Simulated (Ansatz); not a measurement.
# Adsorbates on Ag(100) at a quarter monolayer

Which adsorbates raise and which lower the work function of Ag(100), and does electronegativity tell?

How it was computed: Ansatz 0.2.0, plane waves with PAW datasets (its set soft_2), PBE; unreconstructed slabs of 4 layers at the tabulated experimental lattice constant with the lower two held, one adsorbate in a 2×2 cell relaxed from the site named, 6×6 k-points (12×12 for the clean 1×1 cell), 18 Å of vacuum, dipole correction. The dipole per adsorbate is the change of the cell's dipole; electronegativities are Pauling's.

The runs side by side:

| system | starting site | electronegativity, adsorbate less metal | clean (eV) | covered (eV) | change (eV) | dipole per adsorbate (D) |
| --- | --- | --- | --- | --- | --- | --- |
| Cs/Ag(100) | hollow | −1.14 | 4.24 | 1.64 | −2.61 | +2.31 |
| K/Ag(100) | hollow | −1.11 | 4.24 | 1.70 | −2.54 | +2.27 |
| Na/Ag(100) | hollow | −1.00 | 4.24 | 2.16 | −2.08 | +1.87 |
| Li/Ag(100) | hollow | −0.95 | 4.24 | 2.69 | −1.55 | +1.40 |
| I/Ag(100) | hollow | +0.73 | 4.24 | 4.67 | +0.43 | −0.39 |
| O/Ag(100) | hollow | +1.51 | 4.24 | 4.89 | +0.65 | −0.67 |
| Br/Ag(100) | hollow | +1.03 | 4.24 | 5.01 | +0.77 | −0.70 |
| S/Ag(100) | hollow | +0.65 | 4.24 | 5.14 | +0.90 | −0.84 |
| F/Ag(100) | hollow | +2.05 | 4.24 | 5.15 | +0.91 | −0.84 |
| Cl/Ag(100) | hollow | +1.23 | 4.24 | 5.18 | +0.94 | −0.86 |

What this shows: The change runs from −2.61 eV (Cs/Ag(100)) to +0.94 eV (Cl/Ag(100)); falls of over 0.15 eV: 4, rises: 6, in between: 0. Over all rows it follows the electronegativity of the adsorbate closely (correlation 0.94); among the 6 adsorbates with an electronegativity over 1.8 alone the correlation is 0.34. Of the 6 adsorbates whose electronegativity passes the metal's by 0.25 or more, 6 raise it by over 0.15 eV. A positive dipole has its positive end outwards. Worked for Cs/Ag(100): +2.31 D is +0.481 e·Å, one in 33.5 Å², and the Helmholtz step −180.95 V·Å × p/A is −2.60 eV against a change of −2.61 eV; what is left is a shift on the thin slab's other side.

Caveats: One starting site was run; real layers may sit elsewhere, sink into the surface or rebuild it. Changes under about 0.15 eV are within the error of slabs this thin. The runs are without spin. The table is a selection: not every member that was run is listed.
